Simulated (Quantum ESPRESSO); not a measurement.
# AlN (F-43m): from the cell to the phonon bands

How does AlN (F-43m) vibrate, and is this structure a minimum?

Program: Quantum ESPRESSO 7.5. Level of theory: DFT LDA, scalar-relativistic, plane waves, PseudoDojo norm-conserving pseudopotentials. Results are calculated unless marked as measured.

Most raw output is cut from this account.

### 1. Starting point

Symmetry: F-43m, No. 216, cubic system. The conventional cell has a = 4.368 Å, b = 4.368 Å, c = 4.368 Å, α = 90.00°, β = 90.00°, γ = 90.00°. Nearest to Al lie 4 N at 1.89 Å. N has 4 Al at 1.89 Å nearest. Farther neighbours and most contacts between anions are not listed.

Coordinates:

```
CELL_PARAMETERS angstrom
-2.18399 0.00000 2.18399
0.00000 2.18399 2.18399
-2.18399 2.18399 0.00000
ATOMIC_POSITIONS crystal
Al 0.00000 0.00000 0.00000
N 0.75000 0.75000 0.75000
```

### 2. A probe with smearing

Before anything dear is run, a loose run with smearing shows whether this is a metal and how far the cell is from rest.

The input, probe.in:

```
 &control
    calculation='scf',
    prefix='x',
    outdir='./tmp',
    pseudo_dir='./pseudo',
    tprnfor=.true.,
    tstress=.true.,
    verbosity='high',
 /
 &system
    ibrav=2,
    celldm(1)=8.25429937,
    nat=2,
    ntyp=2,
    ecutwfc=84.0,
    occupations='smearing',
    smearing='gaussian',
    degauss=0.01,
 /
 &electrons
    conv_thr=1.0d-07,
    mixing_beta=0.7,
    electron_maxstep=100,
 /
ATOMIC_SPECIES
 Al     26.9815  Al.upf
 N      14.0070  N.upf
ATOMIC_POSITIONS crystal
 Al     0.000000000   0.000000000   0.000000000
 N      0.750000000   0.750000000   0.750000000
K_POINTS automatic
 8 8 8 0 0 0
```

On the command line:

```bash
$ OMP_NUM_THREADS=1 mpirun -n 4 pw.x -nk 4 -in probe.in > probe.out
```

The job ended after 1.8 s (4 MPI ranks of AMD EPYC 9B45 (Zen 5), shared host).

This step gave:

| Quantity | Value |
| --- | --- |
| volume per atom | 10.42 Å³ |
| pressure | -4.794 GPa |
| gap on the k-mesh | 3.260 eV |

A gap of 3.3 eV opens on this mesh, so the crystal is taken as an insulator; the start stands at -4.8 GPa.

### 3. Relaxing the cell and atoms

The relaxation runs at a cutoff a fifth above that of the response, since stress converges more slowly with the basis than frequencies do. Forces and stress are brought to rest with tight thresholds.

The input, relax.in:

```
 &control
    calculation='vc-relax',
    prefix='x',
    outdir='./tmp',
    pseudo_dir='./pseudo',
    tprnfor=.true.,
    tstress=.true.,
    forc_conv_thr=2.0d-05,
    etot_conv_thr=1.0d-07,
    nstep=40,
 /
 &system
    ibrav=2,
    celldm(1)=8.25429937,
    nat=2,
    ntyp=2,
    ecutwfc=101,
    occupations='fixed',
    nbnd=6,
 /
 &electrons
    conv_thr=1.0d-11,
    mixing_beta=0.7,
    electron_maxstep=100,
 /
 &ions
 /
 &cell
    press_conv_thr=0.2,
 /
ATOMIC_SPECIES
 Al     26.9815  Al.upf
 N      14.0070  N.upf
ATOMIC_POSITIONS crystal
 Al     0.000000000   0.000000000   0.000000000
 N      0.750000000   0.750000000   0.750000000
K_POINTS automatic
 8 8 8 0 0 0
```

On the command line:

```bash
$ OMP_NUM_THREADS=1 mpirun -n 4 pw.x -nk 4 -in relax.in > relax.out
```

Elapsed: 6.1 s, on 4 MPI ranks.

Relaxation path:

```
step  energy less that of the first step (eV)  largest force (eV/Å)  pressure (GPa)  volume (Å³)
   1                                   0.0000                0.0000           -4.83        20.83
   2                                  -0.0076                0.0000            0.13        20.33
   3                                  -0.0076                0.0000           -0.01        20.34
   4                                  -0.0076                0.0000            0.00        20.34
   5                                  -0.0076                0.0000            0.00        20.34
```

```
conventional cell, symmetrised  before  after  change
                         a (Å)   4.368  4.333  -0.8 %
                         b (Å)   4.368  4.333  -0.8 %
                         c (Å)   4.368  4.333  -0.8 %
              volume (Å³/atom)   10.42  10.17  -2.4 %
```

The relaxed structure:

```cif
data_structure
_symmetry_space_group_name_H-M 'P 1'
_symmetry_Int_Tables_number 1
_cell_length_a 3.0639
_cell_length_b 3.0639
_cell_length_c 3.0639
_cell_angle_alpha 60.000
_cell_angle_beta 60.000
_cell_angle_gamma 60.000
_cell_volume 20.34
loop_
_atom_site_label
_atom_site_type_symbol
_atom_site_fract_x
_atom_site_fract_y
_atom_site_fract_z
_atom_site_occupancy
Al1 Al 0.00000 0.00000 0.00000 1
N2 N 0.75000 0.75000 0.75000 1
```

The last row of the table of steps is pw.x's closing run on a basis chosen anew for the final cell, so its energy can jump.

This step gave:

```yaml
volume_per_atom: 10.17 Å³
pressure: 0.002 GPa
gap_on_the_k_mesh: 3.271 eV
```

The volume changes by -2.4 % from the cell with which this run began.

### 4. Ground state

The response is built on this ground state, so it is converged far tighter than an energy would need. With a gap, occupations are fixed, which also allows the response to an electric field.

The input, scf.in:

```
 &control
    calculation='scf',
    prefix='x',
    outdir='./tmp',
    pseudo_dir='./pseudo',
    tprnfor=.true.,
    tstress=.true.,
 /
 &system
    ibrav=2,
    celldm(1)=8.18818813,
    nat=2,
    ntyp=2,
    ecutwfc=84.0,
    occupations='fixed',
    nbnd=6,
 /
 &electrons
    conv_thr=1.0d-12,
    mixing_beta=0.7,
    electron_maxstep=100,
 /
ATOMIC_SPECIES
 Al     26.9815  Al.upf
 N      14.0070  N.upf
ATOMIC_POSITIONS crystal
 Al     0.000000000   0.000000000   0.000000000
 N      0.750000000   0.750000000   0.750000000
K_POINTS automatic
 8 8 8 0 0 0
```

On the command line:

```bash
$ OMP_NUM_THREADS=1 mpirun -n 4 pw.x -nk 4 -in scf.in > scf.out
```

Elapsed: 2 s, on 4 MPI ranks; 7.4 s of CPU time.

This step gave:

* pressure: 0.01200 GPa
* gap on the k-mesh: 3.270 eV

The cell stands at 0.012 GPa, close enough for phonons.

### 5. Linear response on the mesh

Linear response treats each wavevector in the unit cell, with no supercell; the 4×4×4 mesh fixes the range of the force constants to be had.

The input, ph.in:

```
phonons
 &inputph
    prefix='x',
    outdir='./tmp',
    fildyn='x.dyn',
    tr2_ph=1.0d-18,
    epsil=.true.,
    ldisp=.true.,
    nq1=4,
    nq2=4,
    nq3=4,
 /
```

On the command line:

```bash
$ OMP_NUM_THREADS=1 mpirun -n 4 ph.x -nk 4 -in ph.in > ph.out
```

Wall time 4.2 min (4 MPI ranks); 17 min of CPU time.

Read from the output:

* miss of the charge sum rule: 0.003080 e
* largest acoustic frequency at the zone centre before the sum rule: -1.91 cm⁻¹
* highest optical zone-centre mode (no LO-TO term): 669.5 cm⁻¹
* lowest optical zone-centre mode: 669.5 cm⁻¹
* mean high-frequency dielectric constant: 4.5
* largest Born charge in size (third of the trace): 2.531 e
* lowest mode on the q mesh (acoustic ones at the zone centre apart): 165.4 cm⁻¹

Frequencies (cm⁻¹) at each irreducible wavevector; negative means imaginary. Frequencies by wavevector:

```
  q (fractions)  star  mode 1  mode 2  mode 3  mode 4  mode 5  mode 6
          0 0 0     1   -1.91   -1.91   -1.91   669.5   669.5   669.5
       0 0 0.25     8   165.4   165.4   371.4   665.8   665.8   848.5
       0 0 -0.5     4   228.5   228.5   584.8   660.6   660.6   739.4
    0 0.25 0.25     6   249.7   249.7   352.2   674.5   674.5   849.8
    0 0.25 -0.5    24   297.2   367.2   512.8     668   687.7   750.3
   0 0.25 -0.25    12   242.2     366     461   658.6   694.3   775.9
    0 -0.5 -0.5     3     341     341   591.8   675.1   675.1   722.9
0.25 -0.5 -0.25     6   376.4   422.5   512.6   663.9   680.1   732.4
```

Born charge (rows field, columns displacement), before the sum rule (e), principal values of the symmetric part by kind of site:

```
atom  atoms with these values    low  middle   high   mean
 Al1                        1   2.53    2.53   2.53   2.53
  N2                        1  -2.53   -2.53  -2.53  -2.53
```

In full for Al1:

```
2.53 0.00 0.00
0.00 2.53 0.00
0.00 0.00 2.53
```

High-frequency dielectric tensor:

```
4.50 0.00 0.00
0.00 4.50 0.00
0.00 0.00 4.50
```

The acoustic modes at Γ come out as far as 1.9 cm⁻¹ from zero, where they should vanish, a small numerical error; the Born charges miss their sum rule by 0.0031 e, which is good.

### 6. Force constants in real space

The dynamical matrices of the mesh are Fourier-transformed to force constants in real space, after the long-range dipole part is taken out.

The input, q2r.in:

```
 &input
    fildyn='x.dyn',
    zasr='simple',
    flfrc='x.fc',
 /
```

On the command line:

```bash
$ q2r.x < q2r.in > q2r.out
```

The job ended after 0.59 s (1 thread).

### 7. Dispersion

From the force constants any wavevector is cheap; points of the mesh come back as solved, but for the sum rule and, in polar crystals, the LO-TO term at Γ; the rest is interpolation.

The input, matdyn.in:

```
 &input
    asr='simple',
    flfrc='x.fc',
    flfrq='x.freq',
    flvec='x.modes',
    q_in_band_form=.true.,
    q_in_cryst_coord=.true.,
 /
8
  0.0000000   0.0000000   0.0000000  12  ! GAMMA
 -0.0000000   0.5000000   0.5000000  12  ! X
 -0.0000000   0.6250000   0.3750000   1  ! U
 -0.3750000   0.3750000   0.0000000  12  ! K
  0.0000000   0.0000000   0.0000000  12  ! GAMMA
  0.0000000   0.5000000   0.0000000  12  ! L
 -0.2500000   0.5000000   0.2500000  12  ! W
 -0.0000000   0.5000000   0.5000000   1  ! X
```

On the command line:

```bash
$ matdyn.x -in matdyn.in > matdyn.out
```

Run time: 0.57 s. Hardware: 1 thread.

Read from the output:

* lowest frequency on the path: 0 cm⁻¹

Matdyn.x, sum rule simple. Phonon branches along the path, in cm⁻¹:

```
    point  branch 1  branch 2  branch 3  branch 4  branch 5  branch 6
        Γ         0         0         0       670       670       906
  halfway       250       250       352       674       674       850
        X       341       341       592       675       675       723
  halfway       335       371       575       673       675       727
        U       317       423       534       667       676       736
jump to K       317       423       534       667       676       736
  halfway       185       292       387       662       685       822
        Γ         0         0         0       670       670       906
  halfway       165       165       371       666       666       848
        L       229       229       585       661       661       739
  halfway       291       356       538       665       684       738
        W       376       422       513       664       680       732
  halfway       358       374       560       669       678       728
        X       341       341       592       675       675       723
```

All branches are real along the path.

### 8. Sums over the zone

Sums over the zone need many more wavevectors than were solved, so the interpolation is sampled on a dense mesh.

The input, matdyn.in:

```
 &input
    asr='simple',
    flfrc='x.fc',
    dos=.true.,
    fldos='x.dos',
    nk1=18,
    nk2=18,
    nk3=18,
    deltaE=1.0,
 /
```

On the command line:

```bash
$ matdyn.x -in matdyn.in > matdyn.out
```

The job ended after 8.7 s (1 thread).

Read from the output:

```
share of modes beyond 3i cm⁻¹ on the dense interpolated mesh : 0
zero-point energy per atom                                   : 98.67 meV
heat capacity at 300 K                                       : 14.96 J/(mol atoms K)
vibrational entropy at 300 K                                 : 10.05 J/(mol atoms K)
```

The phonon density of states has structure finer than the step of the table below, so its rows give means over 20 cm⁻¹, whole bins alone (the curve runs from 0 to 906 cm⁻¹). Peaks (cm⁻¹: height): total 336.0: 0.0130, 516.0: 0.0141, 672.0: 0.0812, 738.0: 0.0256; Al 336.0: 0.0102, 516.0: 0.0129, 672.0: 0.0207, 738.0: 0.00256; N 672.0: 0.0606, 738.0: 0.0231.

Tetrahedra. Table of phonon density of states by wavenumber; means over each step; values in 1/cm⁻¹/cell:

```
wavenumber (cm⁻¹)    total       Al        N
               20   1.4e-5   9.0e-6   4.5e-6
               40   7.8e-5   5.1e-5   2.7e-5
               60   2.3e-4   1.5e-4   8.0e-5
               80   4.5e-4   2.9e-4   1.5e-4
              100   7.4e-4   4.9e-4   2.5e-4
              120  0.00109   7.3e-4   3.6e-4
              140  0.00153  0.00103   5.0e-4
              160  0.00212  0.00144   6.7e-4
              180  0.00284  0.00195   8.9e-4
              200  0.00389  0.00270  0.00119
              220  0.00584  0.00411  0.00173
              240  0.00860  0.00613  0.00247
              260  0.00936  0.00678  0.00258
              280   0.0100  0.00741  0.00262
              300   0.0109  0.00820  0.00267
              320   0.0118  0.00912  0.00270
              340   0.0121  0.00952  0.00254
              360  0.00878  0.00702  0.00176
              380  0.00715  0.00573  0.00142
              400  0.00724  0.00587  0.00137
              420  0.00607  0.00491  0.00115
              440  0.00254  0.00188   6.6e-4
              460  0.00310  0.00235   7.6e-4
              480  0.00416  0.00328   8.8e-4
              500  0.00685  0.00581  0.00104
              520   0.0123   0.0112  0.00105
              540  0.00632  0.00583   4.8e-4
              560  0.00313  0.00294   1.9e-4
              580   8.5e-4   8.2e-4   2.8e-5
              600   6.0e-6   6.0e-6        0
              620        0        0        0
              640        0        0        0
              660   0.0362  0.00963   0.0266
              680   0.0601   0.0131   0.0470
              700  0.00286   5.7e-4  0.00229
              720  0.00114   9.0e-5  0.00105
              740   0.0185  0.00182   0.0166
              760  0.00904  0.00128  0.00776
              780  0.00577  0.00114  0.00464
              800  0.00450  0.00107  0.00342
              820  0.00367   1.0e-3  0.00267
              840  0.00299   8.9e-4  0.00210
              860  0.00233   7.3e-4  0.00159
              880  0.00157   5.2e-4  0.00106
```

Harmonic thermodynamic functions per atom, summed over the density of states scaled to three modes an atom; melting is ignored. Thermodynamic functions:

```
T (K)  F_vib (meV/atom)  S (J/mol-atom/K)  C_V (J/mol-atom/K)
    0             98.67                 0                   0
   50             98.66             0.118               0.405
  100              98.4             1.045               2.842
  200              95.4             5.071               9.578
  300             87.58             10.05               14.96
  400             74.64             14.85               18.29
  500             56.97             19.16                20.3
  600             35.09             22.98               21.55
  700              9.49             26.37               22.37
  800            -19.44             29.39               22.93
  900            -51.34             32.12               23.33
 1000            -85.93             34.59               23.62
```

At 300 K the heat capacity has reached 60 % of the Dulong-Petit value.

### 9. Zone-centre analysis

A rigid shift of the crystal must cost nothing, but grids and finite bases break this; the acoustic sum rule is imposed before the matrix is diagonalised again. With Born charges the intensities follow, and the static dielectric tensor.

The input, dynmat.in:

```
 &input
    fildyn='x.dyn1',
    asr='simple',
    fileig='dynmat.eig',
    lperm=.true.,
 /
```

On the command line:

```bash
$ dynmat.x -in dynmat.in > dynmat.out
```

The job ended after 0.56 s (1 thread).

This step gave:

```
mean static dielectric constant : 8.247
```

Unit eigenvectors of the mass-weighted matrix after the sum rule; no LO-TO term. The modes at Γ (shares of kinetic energy by element, %):

```
mode  frequency (cm⁻¹)  symmetry  Al %  N %
   1               0.0  acoustic    66   34
   2               0.0  acoustic    66   34
   3               0.0  acoustic    66   34
   4             669.5        T2    34   66
   5             669.5        T2    34   66
   6             669.5        T2    34   66
```

Displacements in mode 5 (669.5 cm⁻¹), the largest set to 1:
```
Al1  0.00  0.00 -0.52
N2   0.00  0.00  1.00
```

Degenerate modes summed, no LO-TO term. Lines of the infrared spectrum (strongest = 100):

```
position (cm⁻¹)  lines merged  label  IR intensity, relative
            670             3     T2                     100
```

Static dielectric tensor (ions relaxed, fixed cell):

```
8.25 0.00 0.00
0.00 8.25 0.00
0.00 0.00 8.25
```

The rule moves no optical mode by more than 0.1 cm⁻¹.

### 10. Sum rules set otherwise: a sum rule for molecules or wires on a crystal

This rule also removes rotations, which suits molecules and not a crystal; it is tried to see the harm.

The input, dynmat.in:

```
 &input
    fildyn='x.dyn1',
    asr='zero-dim',
    fileig='dynmat.eig',
    lperm=.true.,
 /
```

On the command line:

```bash
$ dynmat.x -in dynmat.in > dynmat.out
```

It took 0.55 s on 1 thread.

The run ended normally, but on settings that are not sound.

The fault: a sum rule for molecules or wires on a crystal; 2 optical modes are projected out to zero frequency, as if they were rotations, and the static dielectric tensor is spoilt.

For a crystal the rule has to be 'simple' or 'crystal'.

Zone-centre frequencies as printed; negative means imaginary. Modes:

```
mode  frequency (cm⁻¹)
   1                 0
   2                 0
   3                 0
   4                 0
   5                 0
   6             669.5
```

### 11. Sum rules set otherwise (asr crystal)

The rule can be imposed in more than one way; the choices should agree where the raw error is small.

The input, dynmat.in:

```
 &input
    fildyn='x.dyn1',
    asr='crystal',
    fileig='dynmat.eig',
    lperm=.true.,
 /
```

On the command line:

```bash
$ dynmat.x -in dynmat.in > dynmat.out
```

Run time: 0.55 s. Hardware: 1 thread.

Zone-centre frequencies as printed; negative means imaginary. Modes:

```
mode  frequency (cm⁻¹)
   1                 0
   2                 0
   3                 0
   4             669.5
   5             669.5
   6             669.5
```

Against the first rule no mode moves by more than 0.1 cm⁻¹.

### 12. Modes along a direction of q (1 0 0)

A longitudinal polar mode sets up a macroscopic field that stiffens it; the term hangs on the direction from which q goes to zero.

The input, dynmat.in:

```
 &input
    fildyn='x.dyn1',
    asr='simple',
    fileig='dynmat.eig',
    q(1)=1.0,
    q(2)=0.0,
    q(3)=0.0,
 /
```

On the command line:

```bash
$ dynmat.x -in dynmat.in > dynmat.out
```

Elapsed: 0.55 s, on 1 thread.

Read from the output:

* highest mode moved by the LO-TO term: 906.3 cm⁻¹

Zone-centre frequencies as printed; negative means imaginary. Modes:

```
mode  frequency (cm⁻¹)
   1                 0
   2                 0
   3                 0
   4             669.5
   5             669.5
   6             906.3
```

The field moves one mode, from 670 to 906 cm⁻¹; the others stay.

### 13. The dispersion under another sum rule (asr crystal)

The sum rule corrects the force constants themselves, so it can shift branches at any wavevector, low ones most.

The input, matdyn.in:

```
 &input
    asr='crystal',
    flfrc='x.fc',
    flfrq='x.freq',
    flvec='x.modes',
    q_in_band_form=.true.,
    q_in_cryst_coord=.true.,
 /
8
  0.0000000   0.0000000   0.0000000   8  ! GAMMA
 -0.0000000   0.5000000   0.5000000   8  ! X
 -0.0000000   0.6250000   0.3750000   1  ! U
 -0.3750000   0.3750000   0.0000000   8  ! K
  0.0000000   0.0000000   0.0000000   8  ! GAMMA
  0.0000000   0.5000000   0.0000000   8  ! L
 -0.2500000   0.5000000   0.2500000   8  ! W
 -0.0000000   0.5000000   0.5000000   1  ! X
```

On the command line:

```bash
$ matdyn.x -in matdyn.in > matdyn.out
```

Run time: 0.56 s. Hardware: 1 thread.

At the labelled points the branches move by no more than 0.2 cm⁻¹.

### 14. Results

* space group after relaxation: F-43m
* volume per atom: 10.2 Å³
* gap on the k-mesh: 3.27 eV
* highest optical zone-centre mode (no LO-TO term): 669.5 cm⁻¹
* highest mode moved by the LO-TO term: 906.3 cm⁻¹
* mean high-frequency dielectric constant: 4.5
* largest Born charge in size (third of the trace): 2.53 e
* mean static dielectric constant: 8.25
* q mesh: 4×4×4
* lowest mode on the q mesh (acoustic ones at the zone centre apart): 165.4 cm⁻¹
* zero-point energy per atom: 98.7 meV
* heat capacity at 300 K: 15.0 J/(mol atoms K)
* vibrational entropy at 300 K: 10.0 J/(mol atoms K)
* imaginary modes on the q mesh: none

What this shows: AlN (F-43m) is dynamically stable on the 4×4×4 mesh; its spectrum reaches 906 cm⁻¹. At the LDA level the optical modes of AlN (F-43m) at the zone centre (no LO-TO term) lie at 670 cm⁻¹. Along the directions run, the highest mode that the macroscopic field moves lies at 906 cm⁻¹. Lattice motion raises the mean dielectric constant from 4.5 to 8.247. The Born charge of Al is 2.528 e against a formal charge of +3, somewhat under it. The Lyddane-Sachs-Teller relation holds: (ωLO/ωTO)² is 1.83 and ε₀/ε∞ is 1.83. These are harmonic frequencies at zero temperature: anharmonic shifts and linewidths and thermal expansion are left out. The structure comes from a database and need not be the phase that is stable at ambient conditions.

[Host names and launcher messages were left out of these logs when they were recorded.]

[Logs are printed without paths, hosts, clocks, repeated set-up lines and the standing remarks that a program may print on its own settings, such as how far it seeks lower states.]

[Hosts, paths, dates, database ids (printed as entryN), source tags and the programs' standing remarks are cut or masked in the printed files.]
